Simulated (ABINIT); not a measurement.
Entries from a set of simulations; values are calculated unless marked as measured.

### Quasiparticle gap of La2O3 (P-3m1) in ABINIT

The structure is trigonal, space group P-3m1 (No. 164). The conventional cell has a = 3.931 Å, b = 3.931 Å, c = 6.112 Å, α = 90.00°, β = 90.00°, γ = 120.00°. Nearest to La lie 7 O at 2.36 to 2.72 Å. O has 4 La at 2.36 to 2.44 Å nearest. Nearest to O lie 6 La at 2.72 Å. Farther neighbours, and contacts between anions beyond the nearest, are not listed.

```
La O
1.0
     3.93078    0.00000    0.00000
    -1.96539    3.40415    0.00000
     0.00000    0.00000    6.11195
La O
2 3
Direct
  0.66667 0.33333 0.75376
  0.33333 0.66667 0.24624
  0.66667 0.33333 0.35411
  0.33333 0.66667 0.64589
  0.00000 0.00000 0.00000
```

```
method                               : RPA screening on PBE, plane waves, norm-conserving pseudopotentials (and 2 further levels or steps)
program                              : ABINIT 10.8.3
settings                             : cutoff 50 Ha, PseudoDojo scalar-relativistic 0.4.1 standard, norm-conserving, ngkpt (3, 3, 2), nband 119, ecuteps 4.8 Ha, inclvkb 2, shiftk (0, 0, 0), symchi 1, awtr 1, frequency ppm, 3×3×2 k-mesh
cost                                 : 4 runs, 5.5 min in all on 4 MPI ranks of Arm Neoverse V1, shared host
notes                                : The program’s warnings: nkpt*nsppol () is not a multiple of nproc spkpt (). The cell and positions are those that the Materials Project relaxed with its own functionals (PBE, PBE+U or r2SCAN), kept fixed. Limits: no spin-orbit coupling. Local fields lower the RPA ε∞ on this mesh from 4.94 to 4.56; a Γ-centred mesh this coarse tends to raise both, most where the direct gap is narrow, while a short band sum lowers them. The 3×3×2 mesh is coarse for this cell, which bears on the long-range parts of exchange and screening.
PBE gap                              : 3.85 eV, indirect
G0W0 gap on the mesh                 : 5.09 eV
G0W0 gap over the zone (rigid shift) : 5.00 eV
GW settings                          : 3×3×2 mesh, 119 bands, screening to 130.6 eV, Godby-Needs plasmon pole
known limits                         : short of the basis limit; no spin-orbit coupling; coarse k mesh
```

G0W0 moves the gap on the mesh from 3.94 eV to 5.09 eV (+1.15 eV), with Z of 0.78 and 0.83 at the edges. The mesh misses the band edges by 0.09 eV in all; a rigid shift gives 5.00 eV for the zone.

[Long decimals in the printed logs are rounded to 6 places.]

[Logs are printed without paths, hosts, clocks, repeated set-up lines and the standing remarks that a program may print on its own settings, such as how far it seeks lower states.]

[Paths, hosts, dates, memory and timing lines, banners, echoed tables and standing remarks are left out of the program output; an Ansatz launch command may be rebuilt from the run's recorded settings. Measured values are a selection of at most five: reports struck by readers or far from the other reports are left out. None is set beside runs whose start may be inverted or whose files or cutoffs have a known fault.]

[Runs of the session that timed out or met a known fault of the program may be left out.]

[Hosts, paths, dates, database ids (printed as entryN), source tags and the programs' standing remarks are cut or masked in the printed files.]

[G0W0 gaps are taken among the corrected bands and points alone; a level outside them can change the order at an edge.]

[Where Ansatz stands beside ABINIT at settings called matched, ABINIT's density can come from a denser mesh and the files from another edition; pairs whose starting gaps differed by over 0.03 eV were left out, so agreement reads better than it is.]
